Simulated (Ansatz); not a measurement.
# LiGeF3 (model cell, started as cubic perovskite with Ge in the octahedra): following an unstable mode

Aim: this structure of LiGeF3 (model cell, started as cubic perovskite with Ge in the octahedra) is to be tested for unstable modes, and one is followed downhill.

Program: Ansatz 0.2.0. Level of theory: DFT r2SCAN, scalar-relativistic, plane waves, PAW; PAW set soft_1. Results are calculated unless marked as measured.

The structure was built from a prototype and need not be the compound's stable phase.

## (1) Set-up

Symmetry: Pm-3m, No. 221, cubic system. Conventional cell: a = 4.340 Å, b = 4.340 Å, c = 4.340 Å, α = 90.00°, β = 90.00°, γ = 90.00°. Nearest to Li lie 12 F at 3.07 Å. Ge has 6 F at 2.17 Å nearest. Nearest to F lie 2 Ge at 2.17 Å. Farther neighbours and most contacts between anions are not listed.

## (2) The dispersion

The cell comes from relaxations at this level that are not shown. Stability and thermal properties need the whole zone. Linear response on a 2×2×2 q mesh gives force constants as far as a supercell of that size would, and the tensors from the zone-centre run are typed in so that the long-range dipole term is interpolated apart.

input.yaml

```yaml
crystal:
  lattice:
    - [4.3400973773, 0.0, 0.0]
    - [0.0, 4.3400973773, 0.0]
    - [0.0, 0.0, 4.3400973773]
  atoms:
    - { symbol: Li, position: [0.0, 0.0, 0.0] }
    - { symbol: Ge, position: [0.5, 0.5, 0.5] }
    - { symbol: F, position: [0.5, 0.5, 0.0] }
    - { symbol: F, position: [0.5, 0.0, 0.5] }
    - { symbol: F, position: [0.0, 0.5, 0.5] }
kpoints:
  mp_grid: { grid: [12, 12, 12] }
hamiltonian:
  xc: r2scan
  pseudopotentials: { kind: paw, azcp: { folder: soft_1 } }
scf:
  occupations: { method: fixed }
output:
  eigenvalues: true
phonons:
  method: dfpt
  qmesh: [2, 2, 2]
  temperatures: { t_max: 1000, t_step: 50 }
  qpath:
    path:
      - [[0.0, 0.0, 0.0], [0.0, 0.5, 0.0], [0.5, 0.5, 0.0], [0.0, 0.0, 0.0], [0.5, 0.5, 0.5], [0.0, 0.5, 0.0]]
      - [[0.5, 0.5, 0.5], [0.5, 0.5, 0.0]]
    npoints: 10
  non_analytic_term:
    high_frequency_dielectric_tensor: [[3.4248, 0.0, 0.0], [0.0, 3.4248, 0.0], [0.0, 0.0, 3.4248]]
    born_effective_charges:
      - { species: Li, tensor: [[1.2413, 0.0, 0.0], [0.0, 1.2413, 0.0], [0.0, 0.0, 1.2413]] }
      - { species: Ge, tensor: [[3.7783, 0.0, 0.0], [0.0, 3.7783, 0.0], [0.0, 0.0, 3.7783]] }
      - { species: F, tensor: [[-0.3902, 0.0, 0.0], [0.0, -0.3902, 0.0], [0.0, 0.0, -4.2391]] }
      - { species: F, tensor: [[-0.3902, 0.0, 0.0], [0.0, -4.2391, 0.0], [0.0, 0.0, -0.3902]] }
      - { species: F, tensor: [[-4.2391, 0.0, 0.0], [0.0, -0.3902, 0.0], [0.0, 0.0, -0.3902]] }
    source: "zone-centre run at this cell"
```

Started as:

```sh
$ ansatz run input.yaml --threads 8 --pin off --max-ram 16384MiB --backend cpu --events-out ev --progress --plain --runs-dir out
```

Numbers of over 12 decimals in the logs are rounded to 6 here.

Output:

```text
Engine: ansatz 0.2.0, x86_64-unknown-linux-gnu
Pseudopotentials: kind: paw
Pseudopotential: Li, paw, valence charge 3, recommended cutoff 500 eV (meta_gga), soft_1/Li.paw.azcp
Pseudopotential: Ge, paw, valence charge 14, recommended cutoff 500 eV (meta_gga), soft_1/Ge.paw.azcp
Pseudopotential: F, paw, valence charge 7, recommended cutoff 500 eV (meta_gga), soft_1/F.paw.azcp
Functional definition: r2SCAN
  parameter k0 = 0.174
  parameter k1 = 0.065
  parameter a1 = 4.9479
  exchange = r2scan_x(k0 = k0, k1 = k1, a1 = a1)
  correlation = r2scan_c
Crystal: 5 atoms, lattice volume = 81.752 Å³
Basis set: ecut = 500 eV, 2103 PW (Γ), exchange–correlation on 320×320×320 points (1000 copies of the dense FFT grid, shifted against one another)
Bands: 24, of which v1, the nominal top of the filled ones, is band 19 counted from 1 (18 counted from 0)
Symmetry: 48 space group operations
k-points: 518 of 1728 (irreducible under 2 space group operations, time reversal used)
Non-local potential: Li, projectors of the file, l = 0: 3, l = 1: 2, l = 2: 1
Non-local potential: Ge, projectors of the file, l = 0: 2, l = 1: 2, l = 2: 3, l = 3: 1
Non-local potential: F, projectors of the file, l = 0: 2, l = 1: 2, l = 2: 1
PAW form: soft (Blöchl's): semilocal exchange-correlation on the pseudo side does not see the compensation charge
PAW frozen core: Ge, regenerated for the run's functional (the file was generated under x = pbe(κ = 0.804, μ = 0.219515), c = pbe(β = 0.066725))
PAW frozen core: F, regenerated for the run's functional (the file was generated under x = pbe(κ = 0.804, μ = 0.219515), c = pbe(β = 0.066725))
PAW one-centre angular grid: Li, 302 points (default); XC on 295 of its mesh's 2161 points in the sphere
PAW one-centre angular grid: Ge, 590 points (default); XC on 160 Gauss nodes
PAW one-centre angular grid: F, 302 points (default); XC on 160 Gauss nodes
Initial density: superposition of atomic densities (chi_scale 0.1, normalization cell), built separately for each of the 2 bonded fragments (scf.initial_density.interfragment_charge_transfer: auto; true builds it for the cell as a whole; a typed value also counts as a typed key of the start: scf.initial_density.chi_scale says what that changes, if anything)
Initial wavefunctions: pseudopotential atomic-orbital guess
Functional: x = r2scan, c = r2scan; τ floored in thin density (d = 2e-4 eV/Å³)
SCF iter   1: F=—  HF=-6940.836441 eV  |F-HF|=—  |Δ(HF+E_count)|=         —  Δρ=7.38e-2  dr2=4.75e0  dr2_τ=2.86e-2  ethr=3.10e-3  ⟨swp⟩=4.8  Hψ=51941  notcnv=0  defer=1410
preconditioner: auto → Resta (q_TF=auto, 2.401 Å⁻¹)  ε∞=4.3  [insulator: Δε(μ)=1.163 eV  Ē_g=10.176 eV  n_scr=18 (ndim 8)  ℏωp=18.4 eV  f_vac=0.011  ε∞_Penn≈4.3]
SCF iter   2: F=—  HF=-6939.347831 eV  |F-HF|=—  |Δ(HF+E_count)|=    1.49e0  Δρ=3.10e-2  dr2=1.39e0  dr2_τ=2.20e-2  ethr=3.10e-3  ⟨swp⟩=2.8  Hψ=28636  notcnv=0  defer=1165
SCF iter   3: F=—  HF=-6938.978446 eV  |F-HF|=—  |Δ(HF+E_count)|=   3.69e-1  Δρ=1.76e-2  dr2=3.76e-1  dr2_τ=1.19e-2  ethr=3.10e-3  ⟨swp⟩=2.2  Hψ=23985  notcnv=0  defer=1016
SCF iter   4: F=—  HF=-6938.891760 eV  |F-HF|=—  |Δ(HF+E_count)|=   8.67e-2  Δρ=5.27e-3  dr2=4.07e-2  dr2_τ=6.28e-4  ethr=9.89e-4  ⟨swp⟩=4.0  Hψ=21615  notcnv=0  defer=1541
SCF iter   5: F=—  HF=-6938.893921 eV  |F-HF|=—  |Δ(HF+E_count)|=   2.16e-3  Δρ=3.99e-3  dr2=8.57e-3  dr2_τ=4.75e-4  ethr=1.07e-4  ⟨swp⟩=2.3  Hψ=27931  notcnv=0  defer=1533
SCF iter   6: F=—  HF=-6938.891424 eV  |F-HF|=—  |Δ(HF+E_count)|=   2.50e-3  Δρ=9.50e-4  dr2=6.60e-4  dr2_τ=2.77e-5  ethr=2.26e-5  ⟨swp⟩=2.0  Hψ=22285  notcnv=0  defer=1543
SCF iter   7: F=—  HF=-6938.892150 eV  |F-HF|=—  |Δ(HF+E_count)|=   7.26e-4  Δρ=2.70e-4  dr2=5.33e-5  dr2_τ=3.10e-6  ethr=1.74e-6  ⟨swp⟩=2.0  Hψ=22803  notcnv=0  defer=1543
SCF iter   8: F=—  HF=-6938.892170 eV  |F-HF|=—  |Δ(HF+E_count)|=   2.00e-5  Δρ=4.06e-5  dr2=1.20e-6  dr2_τ=4.45e-8  ethr=1.40e-7  ⟨swp⟩=2.0  Hψ=22366  notcnv=0  defer=1453
SCF iter   9: F=—  HF=-6938.892171 eV  |F-HF|=—  |Δ(HF+E_count)|=   1.72e-6  Δρ=9.52e-6  dr2=5.35e-8  dr2_τ=3.25e-9  ethr=3.17e-9  ⟨swp⟩=2.0  Hψ=22009  notcnv=0  defer=553
SCF iter  10: F=—  HF=-6938.892172 eV  |F-HF|=—  |Δ(HF+E_count)|=   8.56e-8  Δρ=1.64e-6  dr2=2.57e-9  dr2_τ=6.23e-11  ethr=1.41e-10  ⟨swp⟩=2.0  Hψ=21756  notcnv=0  defer=555
SCF iter  11: F=—  HF=-6938.892172 eV  |F-HF|=—  |Δ(HF+E_count)|=   3.55e-9  Δρ=4.69e-7  dr2=1.18e-10  dr2_τ=8.72e-12  ethr=6.78e-12  ⟨swp⟩=2.0  Hψ=21756  notcnv=0  defer=555
SCF iter  12: F=—  HF=-6938.892172 eV  |F-HF|=—  |Δ(HF+E_count)|=  8.55e-11  Δρ=1.81e-7  dr2=1.87e-11  dr2_τ=9.54e-13  ethr=1.00e-12  ⟨swp⟩=2.1  Hψ=20599  notcnv=0  defer=555
SCF iter  13: F=-6938.892172 eV  HF=-6938.892172 eV  |F-HF|=9.09e-13  |Δ(HF+E_count)|=  6.37e-12  Δρ=2.32e-8  dr2=3.48e-13  dr2_τ=3.80e-14  ethr=1.00e-12  ⟨swp⟩=11.6  Hψ=65628  notcnv=0
SCF 1 converged in 13 iterations: F = -6938.892172 eV  dr2 = 3.48e-13
  greatest PAW one-centre occupation: 0.999 electrons in one spin orbital (limit 2), on the Li atom at site 0 (counted from 0), in its partial waves of l = 0
DFPT response loops at Γ: preconditioner auto → none (the input reference at scf.mixing.eps_inf says where Resta's filter doesn't serve); β = 0.50; Broyden in place of MSR1
NSCF: frozen V_eff on 84 k-points
NSCF: frozen V_eff on 686 k-points
DFPT response loops at q = (0, 0, -0.5) (fractional): mixed as the last ones told, above
NSCF: frozen V_eff on 686 k-points
DFPT response loops at q = (0, -0.5, -0.5) (fractional): mixed as the last ones told, above
NSCF: frozen V_eff on 686 k-points
DFPT response loops at q = (-0.5, -0.5, -0.5) (fractional): mixed as the last ones told, above
SCF converged after 13 iterations
Free energy (F): -6938.892172 eV
Harris-Foulkes:  -6938.892172 eV  (|F-HF|=9.09e-13)
Internal energy: -6938.892172 eV  (E = F + TS)
E sigma→0 (E₀):  -6938.892172 eV
Fermi energy:    4.737982 eV
--- Per-component energies (eV) ---
  E_band       = -475.245189
  E_kinetic    = 701.630568
  E_local      = -5003.896794  (includes V_loc(G=0)·N_el)
  E_nonlocal   = 449.361133
  E_hartree    = 2149.062579
  E_xc         = -304.325504
  E_vxc        = -419.173268  (∫ρ·V_xc dr)
  E_paw        = -2661.554896  (= ΣΔE_a)
  E_vpaw       = -531.519466  (= ΣTr[D̂ρ^β])
  E_aug_tail   = 0.001122  (compensation charges beyond the density's cutoff)
  E_vtau       = 30.226350  (kinetic-family band-sum trace: ∫τ·v_τ [+ j·A + Jᵃ·Aᵃ] dr)
  E_ewald      = -2267.990445
  E_core_change = -1.179936  (= ΣΔE_core)
  E_smearing   = -0.000000  (= −TS)
  E_closure    = -0.000000  (closes the sum)
  Σ components = -6938.892172   (vs F -6938.892172, Δ=0.00e0)
--- Band table (eV; the first three rows and the last of 518) ---
  k-point 0: bands = [... 15 lower, -1.3184, -1.3075, -1.3075, -1.3075, 6.1644, 10.2633, 10.2633, 10.2633, ... 1 higher]
  k-point 1: bands = [... 15 lower, -1.3143, -1.3106, -1.3106, -1.0403, 6.2176, 10.0035, 10.2681, 10.2681, ... 1 higher]
  k-point 2: bands = [... 15 lower, -1.3329, -1.3091, -1.3091, -0.4561, 6.3645, 9.4397, 10.2841, 10.2841, ... 1 higher]
  k-point 517: bands = [... 15 lower, -0.8871, -0.8871, -0.8871, 4.7380, 6.9069, 6.9069, 6.9069, 8.6974, ... 1 higher]
--- Phonons (Γ-DFPT): 4 representative perturbations + reference, on 518 of 1728 k-points (Σ response iterations 25) ---
  k mesh reduced under 2 symmetry operations, with k and −k counted as one. Each operation leaves every solved perturbation unchanged. A smaller set is not considered because the functional reads the kinetic-energy density
  ASR residual: 2.251e-4 → 0.000e0 eV/Å²; symmetrization residual: 4.532e-6 eV/Å²
  ASR residual per site (eV/Å²): 2.25e-4 2.97e-5 7.32e-5 7.32e-5 7.32e-5
  Γ frequencies (cm⁻¹): -308.10 -308.10 -308.10 -216.47 -216.47 -216.47 -83.78 -83.78 -83.78 0.00 0.00 0.00 155.43 155.43 155.43
--- Phonons (arbitrary-q DFPT): 4 irreducible q on the 2×2×2 mesh ---
  q = [0.0000, 0.0000, 0.0000] (star 1, of the zone-centre solve; hermiticity 1.64e-6, symmetrization 9.89e-10): -308.10 -308.10 -308.10 -216.47 -216.47 -216.47 -83.78 -83.78 -83.78 0.00 0.00 0.00 155.43 155.43 155.43
  q = [0.0000, 0.0000, -0.5000] (star 3, 9 solved perturbations in 2646 linear systems a pass and spin channel, the states on 343 of 1728 k-point pairs; hermiticity 7.25e-7, symmetrization 2.79e-12): -295.58 -295.58 -206.77 -206.77 -95.75 -74.06 -74.06 -61.37 77.64 77.64 103.53 103.53 137.05 255.90 415.30
  q = [0.0000, -0.5000, -0.5000] (star 3, 9 solved perturbations in 2646 linear systems a pass and spin channel, the states on 343 of 1728 k-point pairs; hermiticity 4.21e-7, symmetrization 2.84e-13): -283.12 -202.48 -202.48 -182.20 -140.87 -64.07 -64.07 54.61 54.61 89.30 147.73 271.35 271.35 297.17 414.43
  q = [-0.5000, -0.5000, -0.5000] (star 1, 4 solved perturbations in 931 linear systems a pass and spin channel, the states on 343 of 1728 k-point pairs; hermiticity 5.50e-8, symmetrization 5.02e-12): -217.17 -217.17 -217.17 -141.39 -141.39 -141.39 210.72 210.72 210.72 212.54 212.54 212.54 296.71 296.71 425.95
  sum rule: each row above includes the acoustic sum rule's correction from the zone centre's row sums; it moved no ω² by more than (2.97 cm⁻¹)²
  mesh force constants: q→R imaginary residual 1.12e-17; ASR residual 2.251e-4 → 0.000e0 eV/Å²; symmetrization residual 5.329e-15 eV/Å²
  interpolated dispersion: 63 rows × 15 modes
  density of states and harmonic sums: on the 14×14×14 q-mesh, interpolated from the force constants of a 2×2×2 supercell (with the dipole–dipole term of supplied tensors)
  largest difference from the sums on the solved wave vectors: F 5.98e-2 eV, S 9.21e-5 and C_V 3.38e-5 eV/K
  zero-point energy: 0.087791 eV/cell   skipped modes (ω ≤ 0): 899, of them read as no rigid motion or as one in doubt: 896 (7.496e0 modes/cell left out, lowest -308.10 cm⁻¹)   left out of the sums: 5.00e-1 of the cell's modes: C_V's classical limit lies that fraction below 3 k_B per atom; for a crystal, a wire or a layer, F and S can be off by more, and a phonons.interpolated_qmesh denser along its periods is the remedy for the sampling
```

It took 10 min on 8 threads of AMD EPYC 7B13 (Zen 3), shared host; peak memory 10 GiB; 76 min of CPU time.

The column dr2 measures how far the density is from self-consistency, as an energy; F and HF (Harris–Foulkes) agree once it is small.

Numbers from this step:

| Quantity | Value |
| --- | --- |
| gap on the k-mesh | 1.426 eV |
| volume per atom | 16.35 Å³ |
| sum-rule residual before enforcement | 2.25e-4 eV/Å² |
| lowest frequency on the path | -308.1 cm⁻¹ |
| point group | m-3m |
| highest frequency on the path or at a solved wavevector | 425.9 cm⁻¹ |
| highest optical mode at the zone centre (no LO-TO term) | 155.4 cm⁻¹ |
| lowest optical zone-centre mode | -308.1 cm⁻¹ |
| lowest mode on the q mesh (acoustic modes at Γ apart) | -308.1 cm⁻¹ |

Frequencies (cm⁻¹) solved at each irreducible wavevector; negative means imaginary. Frequencies by wavevector, by row:

```csv
q in reciprocal lattice units,star,mode 1,mode 2,mode 3,mode 4,mode 13,mode 14,mode 15
0 0 0,1,-308.1,-308.1,-308.1,-216.5,155.4,155.4,155.4
0 0 -0.5,3,-295.6,-295.6,-206.8,-206.8,137.1,255.9,415.3
0 -0.5 -0.5,3,-283.1,-202.5,-202.5,-182.2,271.4,297.2,414.4
-0.5 -0.5 -0.5,1,-217.2,-217.2,-217.2,-141.4,296.7,296.7,425.9
```

Interpolated from a 2×2×2 q mesh, rough between the solved points, with the LO-TO term (at Γ the limit along the path; where Γ stands inside the path, tables give the limit on arrival). Phonon branches along the path, in cm⁻¹:

```csv
point,branch 1,branch 2,branch 3,branch 4,branch 12,branch 13,branch 14,branch 15
Γ,-308,-308,-263,-216,137,155,155,419
halfway,-302,-302,-212,-212,139,139,193,418
X,-296,-296,-207,-207,104,137,256,415
halfway,-290,-204,-196,-151,174,213,264,407
M,-283,-202,-202,-182,271,271,297,414
halfway,-296,-206,-204,-174,139,175,216,395
Γ,-308,-308,-263,-216,137,155,155,419
halfway,-207,-207,-165,-165,180,204,204,377
R,-217,-217,-217,-141,212,297,297,426
halfway,-211,-195,-182,-153,186,219,257,400
X,-296,-296,-207,-207,104,137,256,415
jump to R,-217,-217,-217,-141,212,297,297,426
halfway,-209,-209,-203,-141,254,254,297,413
M,-283,-202,-202,-182,271,271,297,414
```

Symmetry leaves 4 wavevectors to solve. The lowest mode among them, the acoustic zeros apart, lies at Γ and is imaginary, 308.1i cm⁻¹, so the energy falls along it.

## (3) The mode frozen in, largest atomic shift 0 Å

The mode followed lies at q = (0, 0, -0.5) with frequency 295.6i cm⁻¹ and is 2-fold degenerate, one of the unstable modes though not the softest. At small amplitude the distorted cell has space group no. 63 by a symmetry search on the positions. The undistorted cell that holds it gives the zero of energy on the same k mesh.

System of this step: LiGeF3 (model cell, started as cubic perovskite with Ge in the octahedra). The structure is cubic, space group Pm-3m (No. 221). The conventional cell has a = 4.340 Å, b = 4.340 Å, c = 4.340 Å, α = 90.00°, β = 90.00°, γ = 90.00°. Li has 12 F at 3.07 Å nearest. Nearest to Ge lie 6 F at 2.17 Å. Nearest to F lie 2 Ge at 2.17 Å. Nearest to F lie 2 Ge at 2.17 Å. Farther neighbours and most contacts between anions are not listed.

input.yaml

```yaml
crystal:
  lattice:
    - [4.3400973773, 0.0, 0.0]
    - [0.0, 4.3400973773, 0.0]
    - [0.0, 0.0, 8.6801947546]
  atoms:
    - { symbol: Li, position: [0.0, 0.0, 0.0] }
    - { symbol: Li, position: [0.0, 0.0, 0.5] }
    - { symbol: Ge, position: [0.5, 0.5, 0.25] }
    - { symbol: Ge, position: [0.5, 0.5, 0.75] }
    - { symbol: F, position: [0.5, 0.5, 0.0] }
    - { symbol: F, position: [0.5, 0.5, 0.5] }
    - { symbol: F, position: [0.5, 0.0, 0.25] }
    - { symbol: F, position: [0.5, 0.0, 0.75] }
    - { symbol: F, position: [0.0, 0.5, 0.25] }
    - { symbol: F, position: [0.0, 0.5, 0.75] }
kpoints:
  mp_grid: { grid: [6, 6, 4] }
hamiltonian:
  xc: r2scan
  pseudopotentials: { kind: paw, azcp: { folder: soft_1 } }
scf:
  occupations: { method: gaussian, width: 0.02 }
output:
  forces: true
  stress: true
  eigenvalues: true
```

Output:

```text
[...]
Crystal: 10 atoms, lattice volume = 163.504 Å³
Basis set: ecut = 500 eV, 4191 PW (Γ), exchange–correlation on 128×128×256 points (64 copies of the dense FFT grid, shifted against one another)
Bands: 48, of which v1, the nominal top of the filled ones, is band 38 counted from 1 (37 counted from 0)
Symmetry: 32 space group operations
[...]
k-points: 30 of 144
[...]
k-point 0: bands = [... 34 lower, -1.3064, -1.2969, -1.2969, 1.6617, 6.1646, 6.5710, 8.3585, 9.8747, ... 4 higher]
  k-point 1: bands = [... 34 lower, -1.2991, -1.2991, -0.7701, 1.2180, 6.2814, 6.6875, 8.3185, 9.7397, ... 4 higher]
  k-point 2: bands = [... 34 lower, -1.3044, -1.3044, 0.2393, 0.2393, 6.5588, 6.5588, 8.8415, 8.8415, ... 4 higher]
  k-point 29: bands = [... 34 lower, -0.8885, -0.8885, 3.7845, 3.7845, 6.9015, 6.9015, 6.9015, 6.9015, ... 4 higher]
[key lines of the parts left out:]
SCF converged after 11 iterations
Free energy (F): -13877.782250 eV
Fermi energy:    5.451531 eV
P = ⅓ Tr σ = 0.0143 GPa (0.143 kbar)
```

The job ended after 3.4 s (8 threads; peak memory 1.2 GiB; 24 s of CPU time).

This step gave:

```
pressure                         : 0.01427 GPa
energy from the undistorted cell : 0 meV/atom
```

At this level the gap is 1.43 eV on the k-mesh of the self-consistent run, which can miss the band edges.

## (4) The mode frozen in, largest atomic shift 0.32 Å

The atoms are moved along the unstable eigenvector, the largest shift by 0.32 Å, with the cell fixed.

input.yaml, the sections that differ from step 3:

```yaml
crystal:
  lattice:
    - [4.3400973773, 0.0, 0.0]
    - [0.0, 4.3400973773, 0.0]
    - [0.0, 0.0, 8.6801947546]
  atoms:
    - { symbol: Li, position: [0.0, 0.0, 0.0] }
    - { symbol: Li, position: [0.0, 0.0, 0.5] }
    - { symbol: Ge, position: [0.4911911245, 0.5088088755, 0.25] }
    - { symbol: Ge, position: [0.5088088755, 0.4911911245, 0.75] }
    - { symbol: F, position: [0.5, 0.5, 0.0] }
    - { symbol: F, position: [0.5, 0.5, 0.5] }
    - { symbol: F, position: [0.4806758326, -0.0711536818, 0.25] }
    - { symbol: F, position: [0.5193241674, 0.0711536818, 0.75] }
    - { symbol: F, position: [0.0711536818, 0.5193241674, 0.25] }
    - { symbol: F, position: [-0.0711536818, 0.4806758326, 0.75] }
# kpoints, hamiltonian, scf, output: as in step 3
```

Output:

```text
[...]
Crystal: 10 atoms, lattice volume = 163.504 Å³
Basis set: ecut = 500 eV, 4191 PW (Γ), exchange–correlation on 128×128×256 points (64 copies of the dense FFT grid, shifted against one another)
Bands: 48, of which v1, the nominal top of the filled ones, is band 38 counted from 1 (37 counted from 0)
Symmetry: 8 space group operations
[...]
k-points: 39 of 144
[...]
k-point 0: bands = [... 34 lower, -1.2638, -1.2533, -0.2487, 2.3114, 6.2712, 6.6190, 8.4227, 10.0204, ... 3 higher]
  k-point 1: bands = [... 34 lower, -1.2723, -1.2704, 0.1621, 1.9053, 6.3708, 6.7104, 8.4306, 9.8189, ... 3 higher]
  k-point 2: bands = [... 34 lower, -1.2824, -1.2824, 1.0273, 1.0273, 6.6036, 6.6036, 8.9455, 8.9455, ... 3 higher]
  k-point 38: bands = [... 34 lower, -1.1558, -1.1558, 3.4505, 3.4505, 7.4241, 7.4241, 7.8734, 7.8734, ... 3 higher]
[key lines of the parts left out:]
SCF converged after 10 iterations
Free energy (F): -13878.241296 eV
Fermi energy:    5.303725 eV
P = ⅓ Tr σ = 3.8919 GPa (38.919 kbar)
```

Wall time 4.1 s (8 threads); peak memory 1.2 GiB; 29 s of CPU time.

Numbers from this step:

```yaml
pressure: 3.892 GPa
gap_on_the_k_mesh: 1.935 eV
energy_from_the_undistorted_cell: -45.91 meV/atom
```

The energy, extrapolated to zero smearing, is -45.91 meV/atom against the undistorted cell.

The run ends at a pressure of 3.89 GPa, with forces up to 1.4 eV/Å.

## (5) Energy along the mode, all amplitudes (two of the runs are shown above)

An imaginary frequency means negative curvature, so the energy should fall and then rise again as anharmonic terms take over.

This step gave:

```
depth at the lowest point sampled  : 45.91 meV/atom
largest atomic shift at that point : 0.32 Å
```

Energy from the parent against largest atomic shift:

```
largest atomic shift (Å)  energy from the parent (meV/atom)
                   0.000                                  0
                   0.040                              -2.04
                   0.080                              -7.88
                   0.140                              -21.8
                   0.220                              -42.0
                   0.320                              -45.9
                   0.450                               62.5
```

Displacement at unit largest shift by atom:

```
atom   x (Å)   y (Å)  z (Å)   size
 Li1   0.000   0.000  0.000  0.000
 Li2   0.000   0.000  0.000  0.000
 Ge3  -0.119   0.119  0.000  0.168
 Ge4   0.119  -0.119  0.000  0.168
  F5   0.000   0.000  0.000  0.000
  F6   0.000   0.000  0.000  0.000
  F7  -0.262  -0.965  0.000  1.000
  F8   0.262   0.965  0.000  1.000
  F9   0.965   0.262  0.000  1.000
 F10  -0.965  -0.262  0.000  1.000
```

The lowest of the steps tried is at 0.32 Å, 45.9 meV/atom below the parent; the bottom of the well need not coincide with a step.

(Continued in part 2 of 2.)

[Logs are printed without paths, hosts, clocks, repeated set-up lines and the standing remarks that a program may print on its own settings, such as how far it seeks lower states.]

[Hosts, paths, dates, database ids (printed as entryN), source tags and the programs' standing remarks are cut or masked in the printed files.]
